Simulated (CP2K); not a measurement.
Consider triflate at its PBE geometry (Å).

```xyz
8

O     1.5562   -0.2603    1.1849
S     1.0121   -0.0392   -0.1599
O     1.2832    1.2870   -0.7273
O     1.1092   -1.1685   -1.0909
C    -0.8519    0.0242    0.1406
F    -1.1888    1.0243    1.0164
F    -1.3655   -1.1577    0.6424
F    -1.5546    0.2901   -1.0062
```

Method: CP2K XAS_TDP, all-electron GAPW, PBEh(45%), aug-cc-pVDZ, TDA, GW2X-corrected core level, ZORA, spin–orbit coupling.

Question: Predict the bright core excitations at the S L₂,₃ edge.

Leading lines: S2 173.89 eV. The leading line of an atom is its first one with 35 % of the strongest within 2.5 eV of its lowest line over the strength cut. Core ionisation energies at this level: S2 171.71/171.78/172.92 eV; the 2p½ level lies 1.18 eV above the 2p3/2 pair.

The first six lines of each atom with a strength over 0.0003:

```csv
atom,energy (eV),states,"strength, one atom",above the computed threshold
S2 (bonded to C and 3 O),172.79,2,0.0023,yes
,173.89,2,0.0131,yes
,173.91,1,0.0040,yes
,174.56,3,0.0008,yes
,174.58,1,0.0004,yes
,174.61,1,0.0008,yes
```

Lines are vertical, at one geometry, with no vibrational structure. GW2X ionisation energies and lines can be off by 1 to 2 eV either way, and a good line position may hide errors that cancel. Rydberg lines, and the discretised continuum above threshold, depend on the basis and the box. The ion (charge -1) is isolated, with no counter-ion or solvent. In an isolated anion many lines lie above the ionisation threshold and are held only by the finite basis.

[Banner, clock and machine lines of the logs are left out without a mark of their own.]

[Logs are printed without paths, hosts, clocks, repeated set-up lines and the standing remarks that a program may print on its own settings, such as how far it seeks lower states.]

[Hosts, paths, dates, database ids (printed as entryN), source tags and the programs' standing remarks are cut or masked in the printed files.]
